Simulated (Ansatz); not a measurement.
# Slab bands of Ag(111)-(√3×√3)R30°-Sb surface alloy

Wanted: the bands of Ag(111)-(√3×√3)R30°-Sb surface alloy, and its levels against the vacuum.

Main program and level: Ansatz 0.2.0; plane-wave DFT, PBE, Ansatz PAW, in the first sound run; inputs show where later runs differ.

### Step 1. The structure

The cell holds 15 atoms: 14 Ag and 1 Sb. Its edges and angles: a = 5.009 Å, b = 5.009 Å, c = 28.045 Å, α = 90.0°, β = 90.0°, γ = 60.0°. Vacuum lies along c.

### Step 2. Relaxation

The structure is relaxed first, because levels and dipoles at a surface follow the positions of the outer atoms.

input.yaml reads:

```yaml
crystal:
  lattice:
    - [5.009206524, 0.0, 0.0]
    - [2.504603262, 4.3381001026, 0.0]
    - [0.0, 0.0, 28.0454504039]
  atoms:
    - { symbol: Ag, position: [0.0, 0.33333333, 0.3209076649] }
    - { symbol: Ag, position: [0.33333333, 0.66666667, 0.3209076649] }
    - { symbol: Ag, position: [0.66666667, 0.0, 0.3209076649] }
    - { symbol: Ag, position: [0.0, 0.0, 0.4051053714] }
    - { symbol: Ag, position: [0.33333333, 0.33333333, 0.4051053714] }
    - { symbol: Ag, position: [0.66666667, 0.66666667, 0.4051053714] }
    - { symbol: Ag, position: [0.0, 0.66666667, 0.4893030778] }
    - { symbol: Ag, position: [0.33333333, 0.0, 0.4893030778] }
    - { symbol: Ag, position: [0.66666667, 0.33333333, 0.4893030778] }
    - { symbol: Ag, position: [0.0, 0.33333333, 0.5735007843] }
    - { symbol: Ag, position: [0.33333333, 0.66666667, 0.5735007843] }
    - { symbol: Ag, position: [0.66666667, 0.0, 0.5735007843] }
    - { symbol: Ag, position: [0.0, 0.0, 0.6576984908] }
    - { symbol: Ag, position: [0.33333333, 0.33333333, 0.6576984908] }
    - { symbol: Sb, position: [0.66666667, 0.66666667, 0.6790923351] }
kpoints:
  mp_grid: { grid: [12, 12, 1] }
hamiltonian:
  xc: pbe
scf:
  occupations: { method: fermi_dirac, width: 0.1 }
  convergence: { dr2_threshold: 1.0e-08 }
efield:
  axis: 3
  dipole_correction: true
  ramp_position: 0.97
  ramp_width: 0.06
relax:
  f_tol: 0.01
  max_steps: 60
  constraints: [{ sites: [0, 1, 2, 3, 4, 5] }]
output:
  write_potential: true
  write_density: true
  volumetric_format: npy
```

The run is started by

```console
$ ansatz run input.yaml --threads 8 --pin off --max-ram 12288MiB --backend cpu --events-out ev --progress --plain --runs-dir out
```

Numbers of over 12 decimals in the logs are rounded to 6 here.

The program printed:

```text
Engine: ansatz 0.2.0, aarch64-unknown-linux-gnu
Pseudopotentials: kind: paw
Pseudopotential: Ag, paw, valence charge 19, recommended cutoff 420 eV (normal), Ag.paw.azcp
Pseudopotential: Sb, paw, valence charge 15, recommended cutoff 420 eV (normal), Sb.paw.azcp
Functional definition: PBE
  parameter kappa = 0.804
  parameter beta = 0.066725
  exchange = pbe_x(kappa = kappa, mu = beta*pi^2/3)
  correlation = pbe_c(beta = beta)
Crystal: 15 atoms, lattice volume = 609.440 Å³
Basis set: ecut = 420 eV, 12003 PW (Γ), exchange–correlation on 72×72×384 points (8 copies of the dense FFT grid, shifted against one another)
Bands: 169, of which v1, the nominal top of the filled ones, is band 141 counted from 1 (140 counted from 0)
Symmetry: 6 space group operations
Space group: P31m (ITA 157), of the structure as read, at distance tolerance 8.5e-5 Å
k-points: 19 of 144 (time reversal used)
Non-local potential: Ag, projectors of the file, l = 0: 3, l = 1: 2, l = 2: 2, l = 3: 1
Non-local potential: Sb, projectors of the file, l = 0: 2, l = 1: 2, l = 2: 2, l = 3: 2
PAW form: soft (Blöchl's): semilocal exchange-correlation on the pseudo side does not see the compensation charge
PAW one-centre angular grid: Ag, 590 points (default); XC on 64 Gauss nodes
PAW one-centre angular grid: Sb, 590 points (default); XC on 64 Gauss nodes
Initial density: superposition of atomic densities (neutral atoms: chi_scale 0, normalization atom), corrected by the library's trained network
Initial wavefunctions: pseudopotential atomic-orbital guess
Functional: x = pbe(κ = 0.804, μ = 0.219515), c = pbe(β = 0.066725)
SCF iter   1: F=—  HF=-112750.623152 eV  |F-HF|=—  |Δ(HF+E_count)|=         —  Δρ=1.84e-3  dr2=6.79e-1  ethr=1.77e-3  p=0.016 e·Å  D=4.66e-3 V/Å  ΔV_dip=-0.13 eV  dr2_dipole=4.00e-1  V_vac-E_F(+/−)=4.30/4.43 eV  ⟨swp⟩=6.6  Hψ=12751  notcnv=0  defer=201
efield: sawtooth ramp at fractional position 0.9700 (set: `efield.ramp_position`, or a place that a band, a saddle search or an elastic batch's reference lends), width 0.0600; the density the first Hamiltonian is built on has a dipole p = 0.016 e·Å; the dipole correction subtracts the counter field D = 4.66e-3 V/Å, which shifts the + side's vacuum level by -0.13 eV against the − side's; the planar-averaged density in the ramp window peaks in size at 5.4e-6 e/Å³
preconditioner: auto → LDOS  [metal: Δε(μ)=0.006 eV  Ē_g=9.215 eV  σ=0.100 eV  W_gap=0.01  n_scr=122 (ndim 8)  ℏωp=19.0 eV  f_vac=0.533  D(μ)=4.31/eV (n_scr^D=10)  β→1.0]
SCF iter   2: F=—  HF=-112750.616136 eV  |F-HF|=—  |Δ(HF+E_count)|=   7.02e-3  Δρ=1.17e-3  dr2=3.01e-2  ethr=2.42e-4  p=-0.003 e·Å  D=-9.64e-4 V/Å  ΔV_dip=0.03 eV  dr2_dipole=8.33e-3  V_vac-E_F(+/−)=4.45/4.42 eV  ⟨swp⟩=1.8  Hψ=3754  notcnv=0  defer=272
SCF iter   3: F=—  HF=-112750.614785 eV  |F-HF|=—  |Δ(HF+E_count)|=   1.35e-3  Δρ=5.19e-4  dr2=3.89e-3  ethr=1.07e-5  p=0.005 e·Å  D=1.41e-3 V/Å  ΔV_dip=-0.04 eV  dr2_dipole=8.79e-4  V_vac-E_F(+/−)=4.39/4.43 eV  ⟨swp⟩=2.3  Hψ=5095  notcnv=0  defer=272
SCF iter   4: F=—  HF=-112750.614161 eV  |F-HF|=—  |Δ(HF+E_count)|=   6.25e-4  Δρ=1.47e-4  dr2=2.63e-4  ethr=1.38e-6  p=0.003 e·Å  D=8.56e-4 V/Å  ΔV_dip=-0.02 eV  dr2_dipole=4.73e-5  V_vac-E_F(+/−)=4.40/4.43 eV  ⟨swp⟩=2.1  Hψ=4566  notcnv=0  defer=272
SCF iter   5: F=—  HF=-112750.614142 eV  |F-HF|=—  |Δ(HF+E_count)|=   1.86e-5  Δρ=3.96e-5  dr2=1.08e-5  ethr=9.36e-8  p=0.003 e·Å  D=7.96e-4 V/Å  ΔV_dip=-0.02 eV  dr2_dipole=5.64e-7  V_vac-E_F(+/−)=4.40/4.43 eV  ⟨swp⟩=3.2  Hψ=5722  notcnv=0  defer=272
SCF iter   6: F=—  HF=-112750.614302 eV  |F-HF|=—  |Δ(HF+E_count)|=   1.60e-4  Δρ=1.39e-5  dr2=1.94e-6  ethr=3.84e-9  p=0.003 e·Å  D=7.62e-4 V/Å  ΔV_dip=-0.02 eV  dr2_dipole=1.46e-7  V_vac-E_F(+/−)=4.41/4.43 eV  ⟨swp⟩=2.0  Hψ=4754  notcnv=0  defer=255
SCF iter   7: F=—  HF=-112750.614303 eV  |F-HF|=—  |Δ(HF+E_count)|=   7.02e-7  Δρ=4.78e-6  dr2=2.72e-7  ethr=6.90e-10  p=0.002 e·Å  D=7.20e-4 V/Å  ΔV_dip=-0.02 eV  dr2_dipole=4.71e-9  V_vac-E_F(+/−)=4.41/4.43 eV  ⟨swp⟩=2.0  Hψ=4558  notcnv=0  defer=255
SCF iter   8: F=—  HF=-112750.614303 eV  |F-HF|=—  |Δ(HF+E_count)|=   1.42e-7  Δρ=2.69e-6  dr2=5.57e-8  ethr=9.69e-11  p=0.002 e·Å  D=7.01e-4 V/Å  ΔV_dip=-0.02 eV  dr2_dipole=2.90e-9  V_vac-E_F(+/−)=4.41/4.43 eV  ⟨swp⟩=2.1  Hψ=4552  notcnv=0  defer=255
SCF iter   9: F=-112750.614303 eV  HF=-112750.614303 eV  |F-HF|=7.10e-9  |Δ(HF+E_count)|=   1.62e-8  Δρ=6.70e-7  dr2=3.64e-9  ethr=3.56e-12  p=0.002 e·Å  D=6.94e-4 V/Å  ΔV_dip=-0.02 eV  dr2_dipole=8.44e-11  V_vac-E_F(+/−)=4.41/4.43 eV  ⟨swp⟩=7.6  Hψ=21050  notcnv=0
SCF 1 converged in 9 iterations: F = -112750.614303 eV  dr2 = 3.64e-9
  greatest PAW one-centre occupation: 1.000 electrons in one spin orbital (limit 2), on the Ag atom at site 8 (counted from 0), in its partial waves of l = 0
relax step   1: F+E_penalty+E_count = -112750.61430291 eV  Δ(F+E_penalty+E_count) = +0.000e0 eV  max|allowed force component| = 2.448e-1 eV/Å  Δτ_max = 0.0000 Å  (9 SCF iters, accepted)
Initial density: handed on by an earlier stage of this run
Initial wavefunctions: those handed on with the density
iter 1 solved again at ethr=5.99e-5 eV; its pass at ethr=3.10e-3 eV (dr2=1.68e-1 eV) is discarded
SCF iter   1: F=—  HF=-112750.716419 eV  |F-HF|=—  |Δ(HF+E_count)|=         —  Δρ=4.46e-3  dr2=1.69e-1  ethr=5.99e-5  p=0.002 e·Å  D=6.93e-4 V/Å  ΔV_dip=-0.02 eV  dr2_dipole=2.76e-2  V_vac-E_F(+/−)=4.40/4.42 eV  ⟨swp⟩=2.0  Hψ=12913  notcnv=0  defer=255
efield: sawtooth ramp at fractional position 0.9700 (set: `efield.ramp_position`, or a place that a band, a saddle search or an elastic batch's reference lends), width 0.0600; the density the first Hamiltonian is built on has a dipole p = 0.002 e·Å; the dipole correction subtracts the counter field D = 6.93e-4 V/Å, which shifts the + side's vacuum level by -0.02 eV against the − side's; the planar-averaged density in the ramp window peaks in size at 7.6e-7 e/Å³
preconditioner: auto → LDOS  [metal: Δε(μ)=0.023 eV  Ē_g=9.215 eV  σ=0.100 eV  W_gap=0.06  n_scr=122 (ndim 8)  ℏωp=19.0 eV  f_vac=0.530  D(μ)=4.43/eV (n_scr^D=10)  β→1.0]
SCF iter   2: F=—  HF=-112750.708679 eV  |F-HF|=—  |Δ(HF+E_count)|=   7.74e-3  Δρ=3.69e-3  dr2=1.43e-1  ethr=5.99e-5  p=0.017 e·Å  D=5.19e-3 V/Å  ΔV_dip=-0.15 eV  dr2_dipole=2.73e-2  V_vac-E_F(+/−)=4.29/4.44 eV  ⟨swp⟩=2.0  Hψ=5570  notcnv=0  defer=255
[...]
SCF 3 converged in 8 iterations: F = -112750.696384 eV  dr2 = 3.57e-9
relax step   3: F+E_penalty+E_count = -112750.69638388 eV  Δ(F+E_penalty+E_count) = -2.022e-2 eV  max|allowed force component| = 6.257e-2 eV/Å  Δτ_max = 0.1784 Å  (8 SCF iters, accepted)
[...]
relax step   4: F+E_penalty+E_count = -112750.70116957 eV  Δ(F+E_penalty+E_count) = -4.786e-3 eV  max|allowed force component| = 2.076e-2 eV/Å  Δτ_max = 0.0717 Å  (8 SCF iters, accepted)
SCF iter   1: F=—  HF=-112750.701594 eV  |F-HF|=—  |Δ(HF+E_count)|=         —  Δρ=3.37e-4  dr2=7.37e-4  ethr=2.80e-6  p=0.018 e·Å  D=5.37e-3 V/Å  ΔV_dip=-0.15 eV  dr2_dipole=6.22e-5  V_vac-E_F(+/−)=4.28/4.43 eV  ⟨swp⟩=3.1  Hψ=7849  notcnv=0  defer=310
efield: sawtooth ramp at fractional position 0.9700 (set: `efield.ramp_position`, or a place that a band, a saddle search or an elastic batch's reference lends), width 0.0600; the density the first Hamiltonian is built on has a dipole p = 0.018 e·Å; the dipole correction subtracts the counter field D = 5.37e-3 V/Å, which shifts the + side's vacuum level by -0.15 eV against the − side's; the planar-averaged density in the ramp window peaks in size at 7.9e-7 e/Å³
preconditioner: auto → LDOS  [metal: Δε(μ)=0.026 eV  Ē_g=9.251 eV  σ=0.100 eV  W_gap=0.06  n_scr=122 (ndim 8)  ℏωp=19.0 eV  f_vac=0.533  D(μ)=3.95/eV (n_scr^D=8)  β→1.0]
SCF iter   2: F=—  HF=-112750.701638 eV  |F-HF|=—  |Δ(HF+E_count)|=   4.48e-5  Δρ=3.16e-4  dr2=1.21e-3  ethr=2.62e-7  p=0.020 e·Å  D=5.98e-3 V/Å  ΔV_dip=-0.17 eV  dr2_dipole=2.11e-4  V_vac-E_F(+/−)=4.26/4.43 eV  ⟨swp⟩=2.7  Hψ=6726  notcnv=0  defer=310
SCF iter   3: F=—  HF=-112750.701388 eV  |F-HF|=—  |Δ(HF+E_count)|=   2.51e-4  Δρ=4.59e-5  dr2=2.90e-5  ethr=2.62e-7  p=0.018 e·Å  D=5.44e-3 V/Å  ΔV_dip=-0.15 eV  dr2_dipole=1.22e-6  V_vac-E_F(+/−)=4.28/4.43 eV  ⟨swp⟩=2.0  Hψ=5317  notcnv=0  defer=310
SCF iter   4: F=—  HF=-112750.701354 eV  |F-HF|=—  |Δ(HF+E_count)|=   3.43e-5  Δρ=3.11e-5  dr2=1.02e-5  ethr=1.03e-8  p=0.019 e·Å  D=5.54e-3 V/Å  ΔV_dip=-0.16 eV  dr2_dipole=3.74e-7  V_vac-E_F(+/−)=4.28/4.43 eV  ⟨swp⟩=2.8  Hψ=6531  notcnv=0  defer=310
SCF iter   5: F=—  HF=-112750.701542 eV  |F-HF|=—  |Δ(HF+E_count)|=   1.89e-4  Δρ=9.84e-6  dr2=1.59e-6  ethr=3.62e-9  p=0.019 e·Å  D=5.52e-3 V/Å  ΔV_dip=-0.15 eV  dr2_dipole=2.02e-8  V_vac-E_F(+/−)=4.28/4.43 eV  ⟨swp⟩=2.0  Hψ=4509  notcnv=0  defer=309
SCF iter   6: F=—  HF=-112750.701542 eV  |F-HF|=—  |Δ(HF+E_count)|=   2.05e-7  Δρ=3.00e-6  dr2=1.00e-7  ethr=5.67e-10  p=0.019 e·Å  D=5.51e-3 V/Å  ΔV_dip=-0.15 eV  dr2_dipole=8.07e-10  V_vac-E_F(+/−)=4.28/4.43 eV  ⟨swp⟩=2.1  Hψ=4553  notcnv=0  defer=309
SCF iter   7: F=-112750.701542 eV  HF=-112750.701542 eV  |F-HF|=1.25e-9  |Δ(HF+E_count)|=   7.93e-9  Δρ=6.39e-7  dr2=4.50e-9  ethr=3.56e-12  p=0.019 e·Å  D=5.50e-3 V/Å  ΔV_dip=-0.15 eV  dr2_dipole=1.22e-10  V_vac-E_F(+/−)=4.28/4.43 eV  ⟨swp⟩=7.8  Hψ=22131  notcnv=0
SCF 5 converged in 7 iterations: F = -112750.701542 eV  dr2 = 4.50e-9
relax step   5: F+E_penalty+E_count = -112750.70154202 eV  Δ(F+E_penalty+E_count) = -3.724e-4 eV  max|allowed force component| = 2.008e-3 eV/Å  Δτ_max = 0.0187 Å  (7 SCF iters, accepted)
NSCF: frozen V_eff on 19 k-points
the band table was solved once a step of the walk had ended and its energy, with any forces and stress, was formed, with the checks that follow a solve (15393 applications of the Hamiltonian). They found nothing against the state; the energy, forces and stress were not computed again (output.eigenvalues in the input reference)
WARN: The output density's exchange-correlation potential varies sharply where the density is thin. Do not read a vacuum level from v_tot or v_xc, or from such a field of the output density. On a cell that repeats whose density bears no net charge and no dipole along the vacuum's axis use v_es (v_loc + v_h of the components); under efield.dipole_correction with no amplitude use v_es + v_field, which holds any externa [...]
SCF converged after 7 iterations
Free energy (F): -112750.701542 eV
Harris-Foulkes:  -112750.701542 eV  (|F-HF|=1.25e-9)
Internal energy: -112750.566161 eV  (E = F + TS)
E sigma→0 (E₀):  -112750.633852 eV
Entropy (-TS):   -0.135381 eV (-9.025 meV/atom)
Fermi energy:    4.907772 eV
Dipole field:    D = 0.005511 V/Å  (p = 0.018562 e·Å, saw-weighted, corrected)
Work function:   Φ+ = 4.2779 eV   Φ− = 4.4325 eV
Levels:          The Fermi level and band energies are counted from a zero that moves with the ramp; work functions are not
--- Per-component energies (eV) ---
  E_band       = -6832.863051
  E_kinetic    = 7588.463368
  E_local      = -545245.220283  (includes V_loc(G=0)·N_el)
  E_nonlocal   = 1484.659272
  E_hartree    = 269490.183764
  E_xc         = -2723.833339
  E_vxc        = -3380.888598  (∫ρ·V_xc dr)
  E_paw        = -59206.481174  (= ΣΔE_a)
  E_vpaw       = -6260.706914  (= ΣTr[D̂ρ^β])
  E_aug_tail   = 0.004540  (compensation charges beyond the density's cutoff)
  E_efield     = 0.000051  (sawtooth field / dipole correction)
  E_vefield    = 0.443424  (∫n·V_field dr)
  E_ewald      = 215861.657639
  E_smearing   = -0.135381  (= −TS)
  E_closure    = 0.000000  (closes the sum)
  Σ components = -112750.701542   (vs F -112750.701542, Δ=0.00e0)
--- Forces (eV/Å), atoms counted from 1 ---
  atom   1  Ag     0.00726586    -0.01258484    -0.14615772
  atom   2  Ag    -0.01453172     0.00000000    -0.14615772
  atom   3  Ag     0.00726586     0.01258484    -0.14615772
  atom   4  Ag    -0.00000000    -0.00000000     0.10581416
  atom   5  Ag     0.00000000     0.00000000     0.10581416
  atom   6  Ag     0.00000000    -0.00000000     0.22225391
  atom   7  Ag    -0.00069241     0.00000000     0.00035750
  atom   8  Ag     0.00034620    -0.00059964     0.00035750
  atom   9  Ag     0.00034620     0.00059964     0.00035750
  atom  10  Ag     0.00015111    -0.00026174    -0.00034746
  atom  11  Ag    -0.00030223     0.00000000    -0.00034746
  atom  12  Ag     0.00015111     0.00026174    -0.00034746
  atom  13  Ag     0.00000000    -0.00000000     0.00200841
  atom  14  Ag     0.00000000     0.00000000     0.00200841
  atom  15  Sb     0.00000000     0.00000000     0.00052283
  max |Σ_I F_I| component: 2.12e-5 eV/Å
--- Band table (eV; the first three rows and the last of 19) ---
  k-point 0: bands = [... 137 lower, 4.6265, 5.5114, 5.5114, 7.3905, 7.3905, 7.7813, 8.1338, 8.1968, ... 24 higher]
  k-point 1: bands = [... 137 lower, 4.7208, 5.2083, 5.4771, 6.9214, 7.2328, 7.5520, 7.6096, 7.7761, ... 24 higher]
  k-point 2: bands = [... 137 lower, 4.6194, 5.0132, 5.4236, 5.7433, 6.4886, 6.8726, 7.0951, 7.4362, ... 24 higher]
  k-point 18: bands = [... 137 lower, 2.5462, 2.9727, 2.9727, 3.9528, 4.6356, 4.6356, 5.5407, 6.6267, ... 24 higher]
--- Relaxed structure (5 steps of the walk, 5 accepted, 0 SCFs on fresh bases) ---
  F+E_penalty+E_count = -112750.70154202 eV   max|allowed force component| = 2.008e-3 eV/Å
  atoms:
    - { symbol: Ag, position: [1.6666666935449825e-9, 0.333333, 0.320908] }
    - { symbol: Ag, position: [0.333333, 0.666667, 0.320908] }
    - { symbol: Ag, position: [0.666667, 1.6666666738076838e-9, 0.320908] }
    - { symbol: Ag, position: [0.0, 0.0, 0.4051053714] }
    - { symbol: Ag, position: [0.333333, 0.333333, 0.4051053714] }
    - { symbol: Ag, position: [0.666667, 0.666667, 0.4051053714] }
    - { symbol: Ag, position: [0.00173, 0.666667, 0.491114] }
    - { symbol: Ag, position: [0.331603, 0.00173, 0.491114] }
    - { symbol: Ag, position: [0.666667, 0.331603, 0.491114] }
    - { symbol: Ag, position: [-0.00193891, 0.335272, 0.576933] }
    - { symbol: Ag, position: [0.335272, 0.666667, 0.576933] }
    - { symbol: Ag, position: [0.666667, -0.00193891, 0.576933] }
    - { symbol: Ag, position: [9.967407652855837e-19, -1.9934815305711565e-18, 0.666031] }
    - { symbol: Ag, position: [0.333333, 0.333333, 0.666031] }
    - { symbol: Sb, position: [0.666667, 0.666667, 0.670757] }
```

Elapsed: 1.9 min, on 8 threads of Arm Neoverse V2, shared host; peak memory 4.4 GiB; 15 min of CPU time.

Step by step:

| step | energy less that of the first step (eV) | largest force component (eV/Å) |
| --- | --- | --- |
| 1 | 0.0000 | 0.2448 |
| 2 | -0.0619 | 0.1469 |
| 3 | -0.0821 | 0.0626 |
| 4 | -0.0869 | 0.0208 |
| 5 | -0.0872 | 0.0020 |

The run keeps the 6 symmetry operations that it works with, so distortions that break them were not tested.

The atoms that moved most (Å):

| atom | dx | dy | dz | length |
| --- | --- | --- | --- | --- |
| Sb15 | 0.000 | 0.000 | -0.234 | 0.234 |
| Ag14 | 0.000 | 0.000 | 0.234 | 0.234 |
| Ag13 | 0.000 | 0.000 | 0.234 | 0.234 |
| Ag12 | -0.005 | -0.008 | 0.096 | 0.097 |
| Ag11 | 0.010 | 0.000 | 0.096 | 0.097 |
| Ag10 | -0.005 | 0.008 | 0.096 | 0.097 |
| Ag7 | 0.009 | 0.000 | 0.051 | 0.052 |
| Ag8 | -0.004 | 0.008 | 0.051 | 0.052 |

This step gave:

```
energy at zero smearing        : -112750.6339 eV
work function, upper face      : 4.278 eV
work function, lower face      : 4.432 eV
dipole along the normal        : 0.01856 e·Å
step between the vacuum levels : -0.1546 eV
```

The relaxation took 5 steps and lowered the energy by 0.087 eV; the largest force on the free atoms ends at 0.0020 eV/Å.

The work function of the upper face is 4.28 eV.

(Continued in part 2 of 3.)

[Logs are printed without paths, hosts, clocks, repeated set-up lines and the standing remarks that a program may print on its own settings, such as how far it seeks lower states.]

[Hosts, paths, dates, database ids (printed as entryN), source tags and the programs' standing remarks are cut or masked in the printed files.]

[Maps of the electrostatic potential energy from Ansatz leave out the sawtooth potential of an applied field or a dipole correction, so their vacuum need not be flat; planar profiles and work functions include it.]
